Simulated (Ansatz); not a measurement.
# 1T-TiO2 monolayer in a perpendicular field

What dipole does a perpendicular field induce in the 1T-TiO2 monolayer, and does the gap follow? A positive field points along +c.

Calculated with Ansatz 0.2.0; plane-wave DFT, PBE-D3(BJ), Ansatz PAW.

### Step 1. The structure

The cell holds 3 atoms: 2 O and 1 Ti. Cell: a = 2.990 Å, b = 2.990 Å, c = 35.961 Å, α = 90.0°, β = 90.0°, γ = 120.0°. Vacuum lies along c.

### Step 2. Relaxation

The starting cell is a guess, so the in-plane lattice and the atoms are relaxed first, with the slab cut off from its images along the normal.

Input file input.yaml:

```yaml
crystal:
  lattice:
    - [2.99, 0.0, 0.0]
    - [-1.495, 2.5894159573, 0.0]
    - [0.0, 0.0, 35.9611921239]
  atoms:
    - { symbol: O, position: [0.6666666667, 0.3333333333, 0.4657798869] }
    - { symbol: Ti, position: [0.0, 0.0, 0.5] }
    - { symbol: O, position: [0.3333333333, 0.6666666667, 0.5342201131] }
  periodic: [true, true, false]
kpoints:
  mp_grid: { grid: [12, 12, 1] }
hamiltonian:
  xc: pbe
  dispersion: d3bj
scf:
  occupations: { method: fermi_dirac, width: 0.05 }
  convergence: { dr2_threshold: 1.0e-09 }
relax:
  f_tol: 0.004
  max_steps: 90
  cell: {}
output:
  write_potential: true
  write_density: true
  volumetric_format: npy
```

Launch:

```console
ansatz run input.yaml --threads 2 --pin off --max-ram 3072MiB --backend cpu --events-out ev --progress --plain --runs-dir out
```

Numbers of over 12 decimals in the logs are rounded to 6 here.

Output:

```text
Warning: relax.cell: scf.convergence.dr2_threshold = 1e-9 eV is looser than the 1.93197752949e-10 eV advised for a relaxation that steers and ends on the stress (1e-10 eV for each atom of the cell: 3, times the square of relax.cell.stress_2d_tol = 0.05 N/m over 12.5 Å (the atoms' height at the walk's start and 5 Å past either face), 4.012e-2 GPa, over a crystal's default 0.05). What an SCF threshold leaves in a stress goes as its square root, and in the free energy as the threshold itself, and one threshold admits the most on a small cell: [figures from the program's tests cut] Set scf.convergence.dr2_threshold to 1.93197752949e-10 eV or tighter. [rest of the remark cut]
Engine: ansatz 0.2.0, aarch64-unknown-linux-gnu
Pseudopotentials: kind: paw
Pseudopotential: O, paw, valence charge 6, recommended cutoff 420 eV (normal), O.paw.azcp
Pseudopotential: Ti, paw, valence charge 12, recommended cutoff 420 eV (normal), Ti.paw.azcp
Functional definition: PBE
  parameter kappa = 0.804
  parameter beta = 0.066725
  exchange = pbe_x(kappa = kappa, mu = beta*pi^2/3)
  correlation = pbe_c(beta = beta)
Crystal: 3 atoms, lattice volume = 278.424 Å³
Basis set: ecut = 420 eV, 5305 PW (Γ), exchange–correlation on 40×40×486 points (8 copies of the dense FFT grid, shifted against one another)
Bands: 16, of which v1, the nominal top of the filled ones, is band 12 counted from 1 (11 counted from 0)
Symmetry: 12 space group operations
Space group: P-3m1 (ITA 164), of the structure as read, at distance tolerance 6.5e-5 Å
k-points: 19 of 144
Non-local potential: O, projectors of the file, l = 0: 2, l = 1: 2, l = 2: 1
Non-local potential: Ti, projectors of the file, l = 0: 3, l = 1: 2, l = 2: 3, l = 3: 1
PAW form: soft (Blöchl's): semilocal exchange-correlation on the pseudo side does not see the compensation charge
PAW one-centre angular grid: O, 110 points (default); XC on 64 Gauss nodes
PAW one-centre angular grid: Ti, 590 points (default); XC on 64 Gauss nodes
Initial density: superposition of atomic densities (neutral atoms: chi_scale 0, normalization atom), corrected by the library's trained network
Initial wavefunctions: pseudopotential atomic-orbital guess
Functional: x = pbe(κ = 0.804, μ = 0.219515), c = pbe(β = 0.066725)
SCF iter   1: F=—  HF=-3637.506061 eV  |F-HF|=—  |Δ(HF+E_count)|=         —  Δρ=2.28e-3  dr2=1.86e-2  ethr=1.77e-3  ⟨swp⟩=11.5  Hψ=2476  notcnv=0
preconditioner: auto → Resta (q_TF=auto, 1.813 Å⁻¹)  ε∞=2.1  [insulator: Δε(μ)=1.640 eV  Ē_g=8.685 eV  σ=0.050 eV  W_gap=1.00  n_scr=20 (ndim 8)  ℏωp=8.9 eV  f_vac=0.845  D(μ)=0.00/eV (n_scr^D=0)  ε∞_Penn≈2.1  vacuum switching on, ρ_ref=5.5e-3 e/Å³]
SCF iter   2: F=—  HF=-3637.511482 eV  |F-HF|=—  |Δ(HF+E_count)|=   5.42e-3  Δρ=4.02e-3  dr2=5.68e-2  ethr=7.73e-5  ⟨swp⟩=3.7  Hψ=934  notcnv=0
SCF iter   3: F=—  HF=-3637.504391 eV  |F-HF|=—  |Δ(HF+E_count)|=   7.09e-3  Δρ=6.17e-4  dr2=7.87e-4  ethr=7.73e-5  ⟨swp⟩=2.8  Hψ=563  notcnv=0
SCF iter   4: F=—  HF=-3637.504784 eV  |F-HF|=—  |Δ(HF+E_count)|=   3.93e-4  Δρ=1.10e-4  dr2=1.11e-5  ethr=3.28e-6  ⟨swp⟩=3.1  Hψ=607  notcnv=0
SCF iter   5: F=—  HF=-3637.504803 eV  |F-HF|=—  |Δ(HF+E_count)|=   1.85e-5  Δρ=2.89e-5  dr2=1.43e-6  ethr=4.64e-8  ⟨swp⟩=3.5  Hψ=698  notcnv=0
SCF iter   6: F=—  HF=-3637.504892 eV  |F-HF|=—  |Δ(HF+E_count)|=   8.90e-5  Δρ=9.01e-6  dr2=1.09e-7  ethr=5.95e-9  ⟨swp⟩=3.3  Hψ=683  notcnv=0
SCF iter   7: F=—  HF=-3637.504892 eV  |F-HF|=—  |Δ(HF+E_count)|=   1.16e-7  Δρ=3.05e-6  dr2=1.62e-8  ethr=4.56e-10  ⟨swp⟩=2.9  Hψ=614  notcnv=0
SCF iter   8: F=-3637.504892 eV  HF=-3637.504892 eV  |F-HF|=2.24e-9  |Δ(HF+E_count)|=   4.56e-9  Δρ=7.08e-7  dr2=7.63e-10  ethr=4.17e-12  ⟨swp⟩=10.3  Hψ=2719  notcnv=0
SCF 1 converged in 8 iterations: F = -3637.504892 eV  dr2 = 7.63e-10
  greatest PAW one-centre occupation: 0.999 electrons in one spin orbital (limit 2), on the Ti atom at site 1 (counted from 0), in its partial waves of l = 0
relax step   1: F+E_penalty+E_count = -3637.50489214 eV  Δ(F+E_penalty+E_count) = +0.000e0 eV  max|allowed force component| = 4.193e0 eV/Å  Δτ_max = 0.0000 Å  P = -8.205 N/m  Ω = 278.424 Å³  fix = [c, alpha, beta]  reactions: c -0.000 N/m  (8 SCF iters, accepted)
Crystal: 3 atoms, lattice volume = 280.284 Å³
Basis set: ecut = 420 eV, 5317 PW (Γ), exchange–correlation on 40×40×486 points (8 copies of the dense FFT grid, shifted against one another)
Initial density: handed on by an earlier stage of this run
Initial wavefunctions: those handed on with the density
iter 1 solved again at ethr=1.63e-3 eV; its pass at ethr=3.10e-3 eV (dr2=3.92e-1 eV) is discarded
SCF iter   1: F=—  HF=-3638.753435 eV  |F-HF|=—  |Δ(HF+E_count)|=         —  Δρ=1.27e-2  dr2=3.97e-1  ethr=1.63e-3  ⟨swp⟩=1.4  Hψ=3114  notcnv=0
preconditioner: auto → Resta (q_TF=auto, 1.811 Å⁻¹)  ε∞=1.8  [insulator: Δε(μ)=2.706 eV  Ē_g=9.644 eV  σ=0.050 eV  W_gap=1.00  n_scr=20 (ndim 8)  ℏωp=8.9 eV  f_vac=0.854  D(μ)=0.00/eV (n_scr^D=0)  ε∞_Penn≈1.8  vacuum switching on, ρ_ref=6.7e-3 e/Å³]
SCF iter   2: F=—  HF=-3638.634829 eV  |F-HF|=—  |Δ(HF+E_count)|=   1.19e-1  Δρ=6.64e-3  dr2=1.75e-1  ethr=1.63e-3  ⟨swp⟩=2.7  Hψ=617  notcnv=0
SCF iter   3: F=—  HF=-3638.629194 eV  |F-HF|=—  |Δ(HF+E_count)|=   5.64e-3  Δρ=6.90e-3  dr2=1.35e-1  ethr=7.27e-4  ⟨swp⟩=3.3  Hψ=623  notcnv=0
SCF iter   4: F=—  HF=-3638.605287 eV  |F-HF|=—  |Δ(HF+E_count)|=   2.39e-2  Δρ=1.02e-3  dr2=1.14e-3  ethr=5.62e-4  ⟨swp⟩=2.9  Hψ=622  notcnv=0
SCF iter   5: F=—  HF=-3638.606030 eV  |F-HF|=—  |Δ(HF+E_count)|=   7.43e-4  Δρ=7.52e-4  dr2=1.32e-3  ethr=4.75e-6  ⟨swp⟩=3.6  Hψ=774  notcnv=0
SCF iter   6: F=—  HF=-3638.605810 eV  |F-HF|=—  |Δ(HF+E_count)|=   2.19e-4  Δρ=6.68e-5  dr2=1.37e-5  ethr=4.75e-6  ⟨swp⟩=2.9  Hψ=533  notcnv=0
SCF iter   7: F=—  HF=-3638.605804 eV  |F-HF|=—  |Δ(HF+E_count)|=   6.34e-6  Δρ=2.81e-5  dr2=1.49e-6  ethr=5.71e-8  ⟨swp⟩=3.5  Hψ=644  notcnv=0
SCF iter   8: F=—  HF=-3638.605904 eV  |F-HF|=—  |Δ(HF+E_count)|=   1.00e-4  Δρ=3.56e-6  dr2=2.93e-8  ethr=6.20e-9  ⟨swp⟩=2.9  Hψ=546  notcnv=0
SCF iter   9: F=—  HF=-3638.605904 eV  |F-HF|=—  |Δ(HF+E_count)|=   5.12e-9  Δρ=1.24e-6  dr2=3.39e-9  ethr=1.22e-10  ⟨swp⟩=3.2  Hψ=634  notcnv=0
SCF iter  10: F=-3638.605904 eV  HF=-3638.605904 eV  |F-HF|=7.28e-12  |Δ(HF+E_count)|=  7.34e-10  Δρ=1.83e-7  dr2=6.67e-11  ethr=4.17e-12  ⟨swp⟩=11.7  Hψ=2281  notcnv=0
SCF 2 converged in 10 iterations: F = -3638.605904 eV  dr2 = 6.67e-11
relax step   2: F+E_penalty+E_count = -3638.60590399 eV  Δ(F+E_penalty+E_count) = -1.101e0 eV  max|allowed force component| = 1.400e0 eV/Å  Δτ_max = 0.1949 Å  P = -4.776 N/m  Ω = 280.284 Å³  energy of the carried Pulay correction = -1.030e-3 eV  fix = [c, alpha, beta]  reactions: c -0.000 N/m  (10 SCF iters, accepted)
Crystal: 3 atoms, lattice volume = 273.389 Å³
Basis set: ecut = 420 eV, 5233 PW (Γ), exchange–correlation on 40×40×486 points (8 copies of the dense FFT grid, shifted against one another)
iter 1 solved again at ethr=5.69e-4 eV; its pass at ethr=3.10e-3 eV (dr2=1.37e-1 eV) is discarded
SCF iter   1: F=—  HF=-3638.764625 eV  |F-HF|=—  |Δ(HF+E_count)|=         —  Δρ=7.05e-3  dr2=1.45e-1  ethr=5.69e-4  ⟨swp⟩=2.0  Hψ=2838  notcnv=0
preconditioner: auto → Resta (q_TF=auto, 1.819 Å⁻¹)  ε∞=1.8  [insulator: Δε(μ)=2.840 eV  Ē_g=10.208 eV  σ=0.050 eV  W_gap=1.00  n_scr=20 (ndim 8)  ℏωp=9.0 eV  f_vac=0.856  D(μ)=0.00/eV (n_scr^D=0)  ε∞_Penn≈1.8  vacuum switching on, ρ_ref=7.6e-3 e/Å³]
SCF iter   2: F=—  HF=-3638.713467 eV  |F-HF|=—  |Δ(HF+E_count)|=   5.12e-2  Δρ=2.87e-3  dr2=3.15e-2  ethr=5.69e-4  ⟨swp⟩=2.7  Hψ=621  notcnv=0  defer=1
SCF iter   3: F=—  HF=-3638.713216 eV  |F-HF|=—  |Δ(HF+E_count)|=   2.52e-4  Δρ=3.38e-3  dr2=3.27e-2  ethr=1.31e-4  ⟨swp⟩=3.6  Hψ=689  notcnv=0
SCF iter   4: F=—  HF=-3638.707013 eV  |F-HF|=—  |Δ(HF+E_count)|=   6.20e-3  Δρ=4.38e-4  dr2=2.01e-4  ethr=1.31e-4  ⟨swp⟩=2.8  Hψ=569  notcnv=0
SCF iter   5: F=—  HF=-3638.707178 eV  |F-HF|=—  |Δ(HF+E_count)|=   1.65e-4  Δρ=2.71e-4  dr2=1.61e-4  ethr=8.39e-7  ⟨swp⟩=3.5  Hψ=715  notcnv=0
SCF iter   6: F=—  HF=-3638.707145 eV  |F-HF|=—  |Δ(HF+E_count)|=   3.25e-5  Δρ=5.41e-5  dr2=3.89e-6  ethr=6.72e-7  ⟨swp⟩=2.9  Hψ=560  notcnv=0
SCF iter   7: F=—  HF=-3638.707096 eV  |F-HF|=—  |Δ(HF+E_count)|=   4.93e-5  Δρ=1.59e-5  dr2=4.93e-7  ethr=1.62e-8  ⟨swp⟩=3.2  Hψ=619  notcnv=0
SCF iter   8: F=—  HF=-3638.707197 eV  |F-HF|=—  |Δ(HF+E_count)|=   1.01e-4  Δρ=1.45e-6  dr2=3.48e-9  ethr=2.05e-9  ⟨swp⟩=3.1  Hψ=598  notcnv=0
SCF iter   9: F=-3638.707197 eV  HF=-3638.707197 eV  |F-HF|=5.78e-11  |Δ(HF+E_count)|=  1.74e-10  Δρ=1.22e-7  dr2=1.82e-11  ethr=4.17e-12  ⟨swp⟩=13.1  Hψ=2541  notcnv=0
SCF 3 converged in 9 iterations: F = -3638.707197 eV  dr2 = 1.82e-11
relax step   3: F+E_penalty+E_count = -3638.70719723 eV  Δ(F+E_penalty+E_count) = -1.013e-1 eV  max|allowed force component| = 5.505e-1 eV/Å  Δτ_max = 0.0876 Å  P = +2.539 N/m  Ω = 273.389 Å³  energy of the carried Pulay correction = +2.825e-3 eV  fix = [c, alpha, beta]  reactions: c +0.000 N/m  (9 SCF iters, accepted)
[...]
relax step   4: F+E_penalty+E_count = -3638.72247158 eV  Δ(F+E_penalty+E_count) = -1.527e-2 eV  max|allowed force component| = 5.336e-2 eV/Å  Δτ_max = 0.0228 Å  P = -0.230 N/m  Ω = 276.344 Å³  energy of the carried Pulay correction = +1.161e-3 eV  fix = [c, alpha, beta]  reactions: c -0.000 N/m  (8 SCF iters, accepted)
[...]
relax step   5: F+E_penalty+E_count = -3638.72277310 eV  Δ(F+E_penalty+E_count) = -3.015e-4 eV  max|allowed force component| = 2.092e-4 eV/Å  Δτ_max = 0.0021 Å  P = +0.001 N/m  Ω = 276.097 Å³  energy of the carried Pulay correction = +1.299e-3 eV  fix = [c, alpha, beta]  reactions: c +0.000 N/m  (7 SCF iters, accepted)
Initial wavefunctions: pseudopotential atomic-orbital guess (no wavefunctions were taken with the density)
iter 1 solved again at ethr=5.35e-8 eV; its pass at ethr=3.10e-3 eV (dr2=1.28e-5 eV) is discarded
SCF iter   1: F=—  HF=-3638.721641 eV  |F-HF|=—  |Δ(HF+E_count)|=         —  Δρ=2.53e-5  dr2=2.57e-7  ethr=5.35e-8  ⟨swp⟩=7.0  Hψ=4014  notcnv=0
preconditioner: auto → Resta (q_TF=auto, 1.816 Å⁻¹)  ε∞=1.8  [insulator: Δε(μ)=2.762 eV  Ē_g=9.993 eV  σ=0.050 eV  W_gap=1.00  n_scr=20 (ndim 8)  ℏωp=8.9 eV  f_vac=0.856  D(μ)=0.00/eV (n_scr^D=0)  ε∞_Penn≈1.8  vacuum switching on, ρ_ref=7.2e-3 e/Å³]
SCF iter   2: F=—  HF=-3638.721681 eV  |F-HF|=—  |Δ(HF+E_count)|=   4.03e-5  Δρ=1.29e-5  dr2=1.85e-7  ethr=1.07e-9  ⟨swp⟩=3.3  Hψ=599  notcnv=0
SCF iter   3: F=—  HF=-3638.721681 eV  |F-HF|=—  |Δ(HF+E_count)|=   1.10e-7  Δρ=1.01e-5  dr2=2.01e-7  ethr=7.70e-10  ⟨swp⟩=2.8  Hψ=550  notcnv=0
SCF iter   4: F=—  HF=-3638.721681 eV  |F-HF|=—  |Δ(HF+E_count)|=   3.40e-9  Δρ=1.62e-6  dr2=2.20e-9  ethr=7.70e-10  ⟨swp⟩=3.2  Hψ=533  notcnv=0
SCF iter   5: F=-3638.721681 eV  HF=-3638.721681 eV  |F-HF|=1.46e-11  |Δ(HF+E_count)|=   2.60e-9  Δρ=2.98e-7  dr2=9.61e-11  ethr=4.17e-12  ⟨swp⟩=16.1  Hψ=2774  notcnv=0
SCF 6 converged in 5 iterations: F = -3638.721681 eV  dr2 = 9.61e-11
relax step   6: F+E_penalty+E_count = -3638.72168134 eV  Δ(F+E_penalty+E_count) = +1.092e-3 eV  max|allowed force component| = 2.341e-4 eV/Å  Δτ_max = 0.0000 Å  P = -0.046 N/m  Ω = 276.097 Å³  fix = [c, alpha, beta]  reactions: c -0.000 N/m  stress off target by 4.59e-2 N/m on what of the cell is left free  SCF on the basis re-selected at this cell (its energy is not comparable with the rows above)  (5 SCF iters)
basis re-selected at this cell: Δ(F+E_penalty+E_count) = +1.092e-3 eV, ΔP = -0.047 N/m vs the last step (what re-selecting the basis moved, of the pressure what is left beyond the Pulay correction that the steps carried, after the strain that the cell walked since its last selection, with what the two solves' SCF thresholds leave and, on support functions, any second-order correction that the steps lacked; it is no m [...]
WARN: The output density's exchange-correlation potential varies sharply where the density is thin. Do not read a vacuum level from v_tot or v_xc, or from such a field of the output density. On a cell that repeats whose density bears no net charge and no dipole along the vacuum's axis use v_es (v_loc + v_h of the components); under efield.dipole_correction with no amplitude use v_es + v_field, which holds any externa [...]
SCF converged after 5 iterations
Free energy (F): -3638.721681 eV
Harris-Foulkes:  -3638.721681 eV  (|F-HF|=1.46e-11)
Internal energy: -3638.721681 eV  (E = F + TS)
E sigma→0 (E₀):  -3638.721681 eV
Fermi energy:    -6.905940 eV
--- Per-component energies (eV) ---
  E_band       = -598.441140
  E_kinetic    = 622.594279
  E_local      = -56080.516381  (includes V_loc(G=0)·N_el)
  E_nonlocal   = 98.358641
  E_hartree    = 27655.293149
  E_xc         = -246.201232
  E_vxc        = -311.754180  (∫ρ·V_xc dr)
  E_paw        = -1360.781442  (= ΣΔE_a)
  E_vpaw       = -237.715306  (= ΣTr[D̂ρ^β])
  E_aug_tail   = 0.005135  (compensation charges beyond the density's cutoff)
  E_ewald      = 25672.930956
  E_disp       = -0.404786  (pairwise vdW)
  E_smearing   = -0.000000  (= −TS)
  E_closure    = 0.000000  (closes the sum)
  Σ components = -3638.721681   (vs F -3638.721681, Δ=0.00e0)
--- Forces (eV/Å), atoms counted from 1 ---
  atom   1  O      0.00000000     0.00000000     0.00023407
  atom   2  Ti    -0.00000000     0.00000000     0.00000000
  atom   3  O     -0.00000000    -0.00000000    -0.00023407
  max |Σ_I F_I| component: 1.85e-17 eV/Å
--- 2D stress c σ (N/m, compression-positive) ---
       -0.045851       0.000000       0.000000
        0.000000      -0.045851      -0.000000
        0.000000      -0.000000      -0.000000
  P = ½ c Tr σ = -0.0459 N/m
--- Band table (eV; the first three rows and the last of 19) ---
  k-point 0: bands = [... 8 lower, -11.9268, -8.9686, -8.4849, -8.4849, -5.5748, -5.5748, -3.8625, -1.3788]
  k-point 1: bands = [... 8 lower, -11.8547, -8.9018, -8.7588, -8.6408, -5.4765, -5.4062, -3.8890, -1.6288]
  k-point 2: bands = [... 8 lower, -11.6105, -9.6509, -8.9803, -8.5050, -5.3109, -5.0428, -3.9781, -2.0744]
  k-point 18: bands = [... 8 lower, -11.0792, -9.7642, -9.7642, -9.3900, -5.3480, -4.2881, -4.2881, -1.9538]
--- Relaxed structure (5 steps of the walk, 5 accepted, 1 SCFs on fresh bases) ---
  F+E_penalty+E_count = -3638.72168134 eV   max|allowed force component| = 2.341e-4 eV/Å   (the final SCF, on the basis selected at the relaxed cell)
  cell:  # Å, volume = 276.0971 Å³
    - [2.977478, 0.0, 0]
    - [-1.488739, 2.578572, 0]
    - [0, 0, 35.9611921239]
  atoms:
    - { symbol: O, position: [0.666667, 0.333333, 0.473060] }
    - { symbol: Ti, position: [0, 0, 0.500000] }
    - { symbol: O, position: [0.333333, 0.666667, 0.526940] }
```

Elapsed: 16 s, on 2 threads of Arm Neoverse V2, shared host; peak memory 0.5 GiB; 32 s of CPU time.

Relaxation path:

```
step  energy less that of the first step (eV)  largest force component (eV/Å)  volume (Å³)
   1                                   0.0000                          4.1935       278.42
   2                                  -1.1010                          1.4003       280.28
   3                                  -1.2023                          0.5505       273.39
   4                                  -1.2176                          0.0534       276.34
   5                                  -1.2179                          0.0002       276.10
  6*                                  -1.2168                          0.0002       276.10
```

Relaxation steps marked * repeat the geometry before them on a plane-wave basis chosen anew for their cell, so energy and pressure can jump there.

The run keeps the 12 symmetry operations that it works with, so distortions that break them were not tested.

```
cell as run  before  after  change
      a (Å)   2.990  2.977  -0.4 %
      b (Å)   2.990  2.977  -0.4 %
```

The atoms that moved most (Å, along periodic axes as changes of fractional coordinates times the final cell, across vacuum about the mean position):

```
atom     dx     dy      dz  length
  O3  0.000  0.000  -0.262   0.262
  O1  0.000  0.000   0.262   0.262
```

Final coordinates:

```xyz
3
Lattice="2.9775 0.0000 0.0000 -1.4887 2.5786 0.0000 0.0000 0.0000 35.9612" Properties=species:S:1:pos:R:3
O     1.4887    0.8595   17.0118
Ti    0.0000    0.0000   17.9806
O     0.0000    1.7190   18.9494
```

Numbers from this step:

| Property | Result |
| --- | --- |
| gap on the k-mesh | 2.762 eV |

The lattice constant a goes from 2.990 to 2.977 Å.

(Continued in part 2 of 2.)

[Logs are printed without paths, hosts, clocks, repeated set-up lines and the standing remarks that a program may print on its own settings, such as how far it seeks lower states.]

[Hosts, paths, dates, database ids (printed as entryN), source tags and the programs' standing remarks are cut or masked in the printed files.]

[Maps of the electrostatic potential energy from Ansatz leave out the sawtooth potential of an applied field or a dipole correction, so their vacuum need not be flat; planar profiles and work functions include it.]
